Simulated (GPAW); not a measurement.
# A Mo chain with two Se atoms in line: transmission at several levels

How well does a Mo chain with two Se atoms in line conduct at low bias, and how far do basis and functional move the answer?

Program: GPAW 26.7.0. Level of theory: GPAW LCAO, PAW setups; Landauer transmission from Green's functions with principal layers (ASE), zero bias. Results are calculated unless marked as measured.

This is a report of a sequence of runs, with most program output left out.

## Step 1: Starting point

The cell holds 16 atoms: 14 Mo and 2 Se. Its edges and angles: a = 9.000 Å, b = 9.000 Å, c = 36.030 Å, α = 90.0°, β = 90.0°, γ = 90.0°. Regions: left lead, 7 atoms (7 Mo); channel, 2 atoms (2 Se); right lead, 7 atoms (7 Mo). Vacuum lies along a and b. The structure is stacked along c, and the current runs across the ab planes.

## Step 2: Double-zeta polarised basis

Localised orbitals split the wire into layers that couple to their neighbours alone, which is what the Green's function method needs; double zeta with polarisation is the usual level for numbers.

Contents of run.py:

```python
import json
import numpy as np
from ase import Atoms
from ase.transport.calculators import TransportCalculator
from gpaw import GPAW, FermiDirac
from gpaw.lcao.tools import get_lcao_hamiltonian
from scipy.linalg import eigh

# The junction with lead layers at both ends, along the third cell vector
device = Atoms(
    ['Mo', 'Mo', 'Mo', 'Mo', 'Mo', 'Mo', 'Mo', 'Se', 'Se', 'Mo', 'Mo', 'Mo', 'Mo', 'Mo', 'Mo', 'Mo'],
    positions=[
        [4.50000, 4.50000, 1.12500],
        [4.50000, 4.50000, 3.37500],
        [4.50000, 4.50000, 5.62500],
        [4.50000, 4.50000, 7.87500],
        [4.50000, 4.50000, 10.12500],
        [4.50000, 4.50000, 12.37500],
        [4.50000, 4.50000, 14.62500],
        [4.50000, 4.50000, 16.86490],
        [4.50000, 4.50000, 19.16490],
        [4.50000, 4.50000, 21.40480],
        [4.50000, 4.50000, 23.65480],
        [4.50000, 4.50000, 25.90480],
        [4.50000, 4.50000, 28.15480],
        [4.50000, 4.50000, 30.40480],
        [4.50000, 4.50000, 32.65480],
        [4.50000, 4.50000, 34.90480]],
    cell=[[9.0, 0.0, 0.0], [0.0, 9.0, 0.0], [0.0, 0.0, 36.0298]],
    pbc=True)

# One principal layer of the lead: the first 5 atoms of the device
lead = Atoms(
    ['Mo', 'Mo', 'Mo', 'Mo', 'Mo'],
    positions=[
        [4.50000, 4.50000, 1.12500],
        [4.50000, 4.50000, 3.37500],
        [4.50000, 4.50000, 5.62500],
        [4.50000, 4.50000, 7.87500],
        [4.50000, 4.50000, 10.12500]],
    cell=[[9.0, 0.0, 0.0], [0.0, 9.0, 0.0], [0.0, 0.0, 11.25]],
    pbc=True)

settings = dict(mode='lcao', basis='dzp', xc='PBE', h=0.2,
                occupations=FermiDirac(0.1), maxiter=250,
                mixer=dict(beta=0.1, nmaxold=8, weight=100.0),
                convergence=dict(density=0.0001))
energies = np.arange(-2, 2 + 1e-9, 0.05)
eta = 0.0001
n1, n2 = 1, 1
# k and -k transmit alike, so half of the mesh across the current serves
mesh = [(i, j) for i in range(n1) for j in range(n2) if (i, j) <= (-i % n1, -j % n2)]
weights = np.array([1 if (i, j) == (-i % n1, -j % n2) else 2 for i, j in mesh]) / (n1 * n2)

# [... helper functions left out ...]
fermi_lead = ground_state(lead, (1, 1, 10), 'lead.txt')
fermi_device = ground_state(device, (1, 1, 2), 'device.txt')
# [... loop over the mesh left out, but for ...]
        # Shift the lead onto the potential of the device's first layer
        shift = ((H[:, 0, 0] - H0[:, 0, 0]) / S0[0, 0]).real.mean()
# [...]
kT = 8.617333e-5 * 300
bias = [0.1, 0.2, 0.5, 1.0, 1.5, 2.0]
# [... integrals and printing left out ...]
```

Launch:

```sh
$ OMP_NUM_THREADS=1 OPENBLAS_NUM_THREADS=1 python run.py
```

It took 3.2 min on 1 thread of Arm Neoverse V2, shared host; peak memory 1.4 GiB.

Numbers from this step:

* conductance: 1.917 G₀
* largest coupling past the next principal layer: 2.80e-5 eV
* largest misfit of the first principal layer: 0.08057 eV
* shift that aligns the lead: 0.008592 eV
* basis functions of the junction: 432
* basis functions of a principal layer: 145
* transmission at the Fermi level (one spin): 1.918

One spin. Transmission, zone mean against energy, zero at the Fermi level:

energy (eV), transmission, zone mean and a bar from the least value:
```
    -2.00       2.61 ##############################
    -1.85       2.61 ##############################
    -1.70       2.59 ##############################
    -1.60       2.55 #############################
    -1.45       2.48 ############################
    -1.30       2.40 ##########################
    -1.15       2.30 ########################
    -1.05       2.23 #######################
    -0.90       2.13 #####################
    -0.75       2.05 ####################
    -0.60       2.01 ###################
    -0.50       2.00 ###################
    -0.35       1.98 ###################
    -0.20       1.96 ###################
    -0.05       1.93 ##################
     0.00       1.92 ##################
     0.05       1.90 #################
     0.20       1.84 ################
     0.35       1.77 ###############
     0.50       1.69 ##############
     0.60       1.64 #############
     0.75       1.56 ###########
     0.90       1.49 ##########
     1.05       1.43 #########
     1.15       1.39 #########
     1.30       1.34 ########
     1.45       1.28 ######
     1.60       1.21 #####
     1.70       1.16 ####
     1.85       1.05 ##
     2.00       0.91
```

Not self-consistent under bias; the bias window is split evenly. The current through one cell, from the zero-bias transmission by bias:

| bias (V) | current through one cell, from the zero-bias transmission (μA) |
| --- | --- |
| 0.100 | 14.9 |
| 0.200 | 29.7 |
| 0.500 | 74.0 |
| 1.000 | 146 |
| 1.500 | 217 |
| 2.000 | 287 |

The transmission of the three most open eigenchannels by energy, zero at the Fermi level:

| energy (eV) | channel 1 | channel 2 | channel 3 |
| --- | --- | --- | --- |
| -2.00 | 0.990 | 0.990 | 0.632 |
| -1.90 | 0.981 | 0.981 | 0.650 |
| -1.80 | 0.970 | 0.970 | 0.666 |
| -1.70 | 0.954 | 0.954 | 0.677 |
| -1.55 | 0.923 | 0.923 | 0.682 |
| -1.45 | 0.895 | 0.895 | 0.691 |
| -1.35 | 0.863 | 0.863 | 0.699 |
| -1.25 | 0.827 | 0.827 | 0.712 |
| -1.15 | 0.789 | 0.789 | 0.724 |
| -1.05 | 0.751 | 0.751 | 0.726 |
| -0.90 | 0.730 | 0.698 | 0.698 |
| -0.80 | 0.739 | 0.667 | 0.667 |
| -0.70 | 0.755 | 0.640 | 0.640 |
| -0.60 | 0.777 | 0.617 | 0.617 |
| -0.50 | 0.803 | 0.597 | 0.597 |
| -0.40 | 0.829 | 0.578 | 0.578 |
| -0.25 | 0.866 | 0.552 | 0.552 |
| -0.15 | 0.888 | 0.533 | 0.533 |
| -0.05 | 0.908 | 0.512 | 0.512 |
| 0.00 | 0.917 | 0.501 | 0.501 |
| 0.05 | 0.925 | 0.489 | 0.489 |
| 0.15 | 0.941 | 0.462 | 0.462 |
| 0.25 | 0.955 | 0.432 | 0.432 |
| 0.40 | 0.973 | 0.385 | 0.385 |
| 0.50 | 0.983 | 0.353 | 0.353 |
| 0.60 | 0.990 | 0.322 | 0.322 |
| 0.70 | 0.995 | 0.294 | 0.294 |
| 0.80 | 0.998 | 0.268 | 0.268 |
| 0.90 | 0.999 | 0.246 | 0.246 |
| 1.05 | 0.998 | 0.216 | 0.216 |
| 1.15 | 0.995 | 0.199 | 0.199 |
| 1.25 | 0.991 | 0.183 | 0.183 |
| 1.35 | 0.986 | 0.167 | 0.167 |
| 1.45 | 0.979 | 0.150 | 0.150 |
| 1.55 | 0.970 | 0.132 | 0.132 |
| 1.70 | 0.953 | 0.102 | 0.102 |
| 1.80 | 0.940 | 0.0770 | 0.0770 |
| 1.90 | 0.926 | 0.0358 | 0.0358 |
| 2.00 | 0.910 | 6.0e-4 | 4.6e-4 |

Couplings past the next layer reach 2.8e-5 eV, small enough to drop; the matrix elements of the cell's first layer differ from the bulk lead's by up to 0.081 eV. That layer keeps its own values in the calculation, and only beyond it is the lead taken as perfect. The Fermi levels of lead and junction count from different zeros of potential, one for each periodic cell; with both set to zero, the small remaining shift is what aligns them. By hand: G = 1.917 × 77.48 μS = 149 μS, a resistance of 6.73 kΩ; at 0.1 V a linear junction would pass 14.9 μA, and the integral over the bias window gives 14.9 μA.

## Step 3: Single-zeta polarised basis

One radial function a shell plus polarisation makes the matrices smaller; the question is what that costs.

Edit run.py of step 2 so:

```diff
@@ -43,3 +43,3 @@
 
-settings = dict(mode='lcao', basis='dzp', xc='PBE', h=0.2,
+settings = dict(mode='lcao', basis='szp(dzp)', xc='PBE', h=0.2,
                 occupations=FermiDirac(0.1), maxiter=250,
```

Elapsed: 2.1 min, on 1 thread; peak memory 1.4 GiB.

Numbers from this step:

| Property | Result |
| --- | --- |
| conductance | 1.971 G₀ |
| largest coupling past the next principal layer | 2.79e-5 eV |
| largest misfit of the first principal layer | 0.08481 eV |
| shift that aligns the lead | 0.008453 eV |
| basis functions of the junction | 242 |
| basis functions of a principal layer | 80 |
| transmission at the Fermi level (one spin) | 1.972 |

One spin. Transmission, zone mean against energy, zero at the Fermi level:

energy (eV), transmission, zone mean and a bar from the least value:
```
    -2.00       2.63 ##############################
    -1.85       2.64 ##############################
    -1.70       2.63 ##############################
    -1.60       2.61 #############################
    -1.45       2.55 ############################
    -1.30       2.45 ##########################
    -1.15       2.34 ########################
    -1.05       2.28 #######################
    -0.90       2.19 #####################
    -0.75       2.11 ####################
    -0.60       2.07 ###################
    -0.50       2.05 ###################
    -0.35       2.03 ##################
    -0.20       2.02 ##################
    -0.05       1.99 ##################
     0.00       1.97 #################
     0.05       1.96 #################
     0.20       1.90 ################
     0.35       1.82 ##############
     0.50       1.74 #############
     0.60       1.69 ############
     0.75       1.61 ##########
     0.90       1.54 #########
     1.05       1.48 ########
     1.15       1.44 #######
     1.30       1.39 ######
     1.45       1.33 #####
     1.60       1.27 ####
     1.70       1.22 ###
     1.85       1.15 ##
     2.00       1.06
```

Not self-consistent under bias; the bias window is split evenly. Current through one cell, from the zero-bias transmission against bias:

| bias (V) | current through one cell, from the zero-bias transmission (μA) |
| --- | --- |
| 0.100 | 15.3 |
| 0.200 | 30.5 |
| 0.500 | 76.0 |
| 1.000 | 151 |
| 1.500 | 223 |
| 2.000 | 295 |

Table of transmission of the three most open eigenchannels by energy, zero at the Fermi level:

| energy (eV) | channel 1 | channel 2 | channel 3 |
| --- | --- | --- | --- |
| -2.00 | 0.989 | 0.989 | 0.654 |
| -1.90 | 0.983 | 0.983 | 0.674 |
| -1.80 | 0.975 | 0.975 | 0.690 |
| -1.70 | 0.964 | 0.964 | 0.703 |
| -1.55 | 0.940 | 0.940 | 0.713 |
| -1.45 | 0.917 | 0.917 | 0.713 |
| -1.35 | 0.888 | 0.888 | 0.703 |
| -1.25 | 0.854 | 0.854 | 0.706 |
| -1.15 | 0.818 | 0.818 | 0.709 |
| -1.05 | 0.782 | 0.782 | 0.715 |
| -0.90 | 0.731 | 0.731 | 0.726 |
| -0.80 | 0.734 | 0.701 | 0.701 |
| -0.70 | 0.746 | 0.675 | 0.675 |
| -0.60 | 0.763 | 0.652 | 0.652 |
| -0.50 | 0.785 | 0.633 | 0.633 |
| -0.40 | 0.810 | 0.615 | 0.615 |
| -0.25 | 0.847 | 0.588 | 0.588 |
| -0.15 | 0.871 | 0.568 | 0.568 |
| -0.05 | 0.894 | 0.546 | 0.546 |
| 0.00 | 0.905 | 0.533 | 0.533 |
| 0.05 | 0.915 | 0.520 | 0.520 |
| 0.15 | 0.935 | 0.492 | 0.492 |
| 0.25 | 0.952 | 0.461 | 0.461 |
| 0.40 | 0.972 | 0.412 | 0.412 |
| 0.50 | 0.982 | 0.379 | 0.379 |
| 0.60 | 0.990 | 0.348 | 0.348 |
| 0.70 | 0.995 | 0.319 | 0.319 |
| 0.80 | 0.998 | 0.293 | 0.293 |
| 0.90 | 0.999 | 0.270 | 0.270 |
| 1.05 | 0.998 | 0.240 | 0.240 |
| 1.15 | 0.996 | 0.223 | 0.223 |
| 1.25 | 0.992 | 0.207 | 0.207 |
| 1.35 | 0.987 | 0.191 | 0.191 |
| 1.45 | 0.980 | 0.176 | 0.176 |
| 1.55 | 0.972 | 0.160 | 0.160 |
| 1.70 | 0.955 | 0.135 | 0.135 |
| 1.80 | 0.941 | 0.117 | 0.117 |
| 1.90 | 0.926 | 0.0971 | 0.0971 |
| 2.00 | 0.909 | 0.0745 | 0.0745 |

The conductance, 1.97 G₀, lies 2.8 % above that of the dzp run.

## Step 4: Minimal basis

One function for each valence shell of the setup, as for a first survey of a large system.

Edit run.py of step 3 so:

```diff
@@ -43,3 +43,3 @@
 
-settings = dict(mode='lcao', basis='szp(dzp)', xc='PBE', h=0.2,
+settings = dict(mode='lcao', basis='sz(dzp)', xc='PBE', h=0.2,
                 occupations=FermiDirac(0.1), maxiter=250,
```

The job ended after 84 s (1 thread; peak memory 1.3 GiB).

This step gave:

| Property | Result |
| --- | --- |
| conductance | 1.885 G₀ |
| largest coupling past the next principal layer | 2.78e-5 eV |
| largest misfit of the first principal layer | 0.08816 eV |
| shift that aligns the lead | 0.01064 eV |
| basis functions of the junction | 190 |
| basis functions of a principal layer | 65 |
| transmission at the Fermi level (one spin) | 1.886 |

The conductance, 1.88 G₀, lies 1.7 % below that of the dzp run.

## Step 5: revPBE in the dzp basis: xc = "revPBE"

Back in the dzp basis, the functional changes from PBE to revPBE, to set the spread between functionals beside that between bases.

Edit run.py of step 4 so:

```diff
@@ -43,3 +43,3 @@
 
-settings = dict(mode='lcao', basis='sz(dzp)', xc='PBE', h=0.2,
+settings = dict(mode='lcao', basis='dzp', xc='revPBE', h=0.2,
                 occupations=FermiDirac(0.1), maxiter=250,
```

Run time: 3.1 min. Hardware: 1 thread; peak memory 1.4 GiB.

Numbers from this step:

- conductance: 1.905 G₀
- largest coupling past the next principal layer: 2.83e-5 eV
- largest misfit of the first principal layer: 0.08832 eV
- shift that aligns the lead: 0.01209 eV
- basis functions of the junction: 432
- basis functions of a principal layer: 145
- transmission at the Fermi level (one spin): 1.906

One spin. Transmission, zone mean against energy, zero at the Fermi level:

| energy (eV) | transmission, zone mean |
| --- | --- |
| -2.000 | 2.61 |
| -1.800 | 2.60 |
| -1.600 | 2.55 |
| -1.400 | 2.45 |
| -1.200 | 2.33 |
| -1.000 | 2.18 |
| -0.800 | 2.06 |
| -0.600 | 2.00 |
| -0.400 | 1.98 |
| -0.200 | 1.95 |
| 0.000 | 1.91 |
| 0.200 | 1.83 |
| 0.400 | 1.73 |
| 0.600 | 1.63 |
| 0.800 | 1.53 |
| 1.000 | 1.45 |
| 1.200 | 1.38 |
| 1.400 | 1.31 |
| 1.600 | 1.22 |
| 1.800 | 1.11 |
| 2.000 | 0.928 |

The conductance, 1.91 G₀, lies 0.6 % below that of the dzp run.

## Step 6: All levels side by side

Times are for 1 thread of Arm Neoverse V2, shared host. The runs compared:

| no. | run | conductance (G₀) | time | memory (GiB) |
| --- | --- | --- | --- | --- |
| 1 | dzp | 1.917 | 3.2 min | 1.4 |
| 2 | szp | 1.971 | 2.1 min | 1.4 |
| 3 | sz | 1.885 | 84 s | 1.3 |
| 4 | dzp revPBE | 1.905 | 3.1 min | 1.4 |

## Step 7: The levels side by side

The curves are compared point by point over the common energies.

This step: comparison of transmission and cost over codes and levels (GPAW 26.7.0).

Ladder, by row:

| step | code | T at the Fermi level (sum over the listed spins) | conductance (G0) | r.m.s. T(E) from the first | wall time (s) | peak memory (GiB) | threads |
| --- | --- | --- | --- | --- | --- | --- | --- |
| dzp | GPAW | 1.918 | 1.917 | 0 | 193.3 | 1.42 | 1 |
| szp | GPAW | 1.972 | 1.971 | 0.05956 | 124.9 | 1.35 | 1 |
| sz | GPAW | 1.886 | 1.885 | 0.03874 | 84.41 | 1.28 | 1 |
| dzp-revPBE | GPAW | 1.906 | 1.905 | 0.009563 | 185.2 | 1.42 | 1 |

The transmission, zone mean, sum over the listed spins by energy, zero at the Fermi level:

| energy (eV) | dzp | szp | sz | dzp-revPBE |
| --- | --- | --- | --- | --- |
| -2.00 | 2.61 | 2.63 | 2.59 | 2.61 |
| -1.85 | 2.61 | 2.64 | 2.59 | 2.61 |
| -1.70 | 2.59 | 2.63 | 2.57 | 2.59 |
| -1.50 | 2.49 | 2.57 | 2.49 | 2.50 |
| -1.35 | 2.42 | 2.48 | 2.39 | 2.42 |
| -1.20 | 2.33 | 2.38 | 2.28 | 2.33 |
| -1.05 | 2.23 | 2.28 | 2.17 | 2.22 |
| -0.90 | 2.13 | 2.19 | 2.09 | 2.12 |
| -0.70 | 2.04 | 2.10 | 2.00 | 2.03 |
| -0.55 | 2.00 | 2.06 | 1.97 | 1.99 |
| -0.40 | 1.99 | 2.04 | 1.95 | 1.98 |
| -0.25 | 1.97 | 2.02 | 1.94 | 1.96 |
| -0.10 | 1.94 | 2.00 | 1.91 | 1.93 |
| 0.00 | 1.92 | 1.97 | 1.89 | 1.91 |
| 0.10 | 1.88 | 1.94 | 1.85 | 1.87 |
| 0.25 | 1.82 | 1.87 | 1.78 | 1.81 |
| 0.40 | 1.74 | 1.80 | 1.71 | 1.73 |
| 0.55 | 1.66 | 1.71 | 1.62 | 1.65 |
| 0.70 | 1.58 | 1.63 | 1.55 | 1.58 |
| 0.90 | 1.49 | 1.54 | 1.45 | 1.49 |
| 1.05 | 1.43 | 1.48 | 1.39 | 1.43 |
| 1.20 | 1.38 | 1.42 | 1.33 | 1.38 |
| 1.35 | 1.32 | 1.37 | 1.28 | 1.33 |
| 1.50 | 1.26 | 1.31 | 1.23 | 1.27 |
| 1.70 | 1.16 | 1.22 | 1.15 | 1.17 |
| 1.85 | 1.05 | 1.15 | 1.09 | 1.07 |
| 2.00 | 0.912 | 1.06 | 1.02 | 0.928 |

## Step 8: K-points along the lead 2

The lead's own mesh along the current sets its density and potential; where the lead is aligned to the junction's end layer, a rigid shift drops out.

This step: GPAW LCAO, PAW setups; Landauer transmission from Green's functions with principal layers (ASE), zero bias (GPAW 26.7.0).

Edit run.py of step 5 so:

```diff
@@ -43,3 +43,3 @@
 
-settings = dict(mode='lcao', basis='dzp', xc='revPBE', h=0.2,
+settings = dict(mode='lcao', basis='dzp', xc='PBE', h=0.2,
                 occupations=FermiDirac(0.1), maxiter=250,
@@ -55,3 +55,3 @@
 # [... helper functions left out ...]
-fermi_lead = ground_state(lead, (1, 1, 10), 'lead.txt')
+fermi_lead = ground_state(lead, (1, 1, 2), 'lead.txt')
 fermi_device = ground_state(device, (1, 1, 2), 'device.txt')
```

Run time: 3 min. Hardware: 1 thread; peak memory 1.4 GiB.

The run finished with changed settings (lead_nz = 2); it serves as a test.

The two runs compared:

| quantity | this run | sound run | difference |
| --- | --- | --- | --- |
| conductance (G₀) | 1.9158 | 1.9174 | -0.00155 |
| largest coupling past the next principal layer (eV) | 2.800e-5 | 2.799e-5 | 1.1e-8 |
| largest misfit of the first principal layer (eV) | 0.073638 | 0.080569 | -0.00693 |
| shift that aligns the lead (eV) | -0.0019464 | 0.0085922 | -0.0105 |
| transmission at the Fermi level (one spin) | 1.9168 | 1.9184 | -0.00154 |

## Step 9: Mixing 0.25, smearing 0.3

Mixing changes the road to self-consistency, not its end. The mixing history changes the road to self-consistency, not its end. Smearing helps the SCF of a metal converge, but it blurs occupations at band edges near the Fermi level.

Edit run.py of step 8 so:

```diff
@@ -44,4 +44,4 @@
 settings = dict(mode='lcao', basis='dzp', xc='PBE', h=0.2,
-                occupations=FermiDirac(0.1), maxiter=250,
-                mixer=dict(beta=0.1, nmaxold=8, weight=100.0),
+                occupations=FermiDirac(0.3), maxiter=250,
+                mixer=dict(beta=0.25, nmaxold=3, weight=100.0),
                 convergence=dict(density=0.0001))
@@ -55,3 +55,3 @@
 # [... helper functions left out ...]
-fermi_lead = ground_state(lead, (1, 1, 2), 'lead.txt')
+fermi_lead = ground_state(lead, (1, 1, 10), 'lead.txt')
 fermi_device = ground_state(device, (1, 1, 2), 'device.txt')
```

Elapsed: 6.4 min, on 1 thread; peak memory 1.3 GiB.

The run finished with changed settings (beta = 0.25, nmaxold = 3 and width = 0.3); it serves as a test.

The two runs compared:

| quantity | this run | sound run | difference |
| --- | --- | --- | --- |
| conductance (G₀) | 1.8384 | 1.9174 | -0.0789 |
| largest coupling past the next principal layer (eV) | 2.800e-5 | 2.799e-5 | 4.2e-9 |
| largest misfit of the first principal layer (eV) | 0.034122 | 0.080569 | -0.0464 |
| shift that aligns the lead (eV) | 0.0030252 | 0.0085922 | -0.00557 |
| transmission at the Fermi level (one spin) | 1.8388 | 1.9184 | -0.0796 |

One result that differs is the largest misfit of the first principal layer, 0.0341 eV against 0.0806 eV.

## Step 10: Outcome

```
conductance                                        : 1.92 G₀
transmission at the Fermi level, mean of the spins : 1.92
thermopower                                        : about 0 (under 1.5 μV/K)
```

**Reading.** In the dzp basis the junction conducts 1.92 G₀ at 300 K, with T = 1.92 a spin at the Fermi level; the sz basis reaches that conductance within 10 %. At the Fermi level the three most open eigenchannels pass 0.92, 0.50 and 0.50. Measured against the first run (dzp), the nearest curve is that of dzp-revPBE (r.m.s. 0.0096) and the farthest that of szp (0.060). Over the compared runs wall time goes from 84 s (sz) to 193 s (dzp), on a shared host. The geometry was built from estimated bond lengths and not relaxed, so the numbers describe this model structure. The run had no spin polarisation, so a magnetic state, which chains and small molecules with open shells often have, wasn't tested. An evenly spaced straight chain is an idealisation: free chains tend to dimerise, zigzag or, where a band edge lies near the Fermi level, turn magnetic. The currents use the zero-bias T(E) throughout, which holds only while the bias is small against the distance to the nearest feature. The energy step is wider than the thermal energy, so the conductance and thermopower rest on interpolation of T(E).

[Logs are printed without paths, hosts, clocks, repeated set-up lines and the standing remarks that a program may print on its own settings, such as how far it seeks lower states.]

[Hosts, paths, dates, database ids (printed as entryN), source tags and the programs' standing remarks are cut or masked in the printed files.]
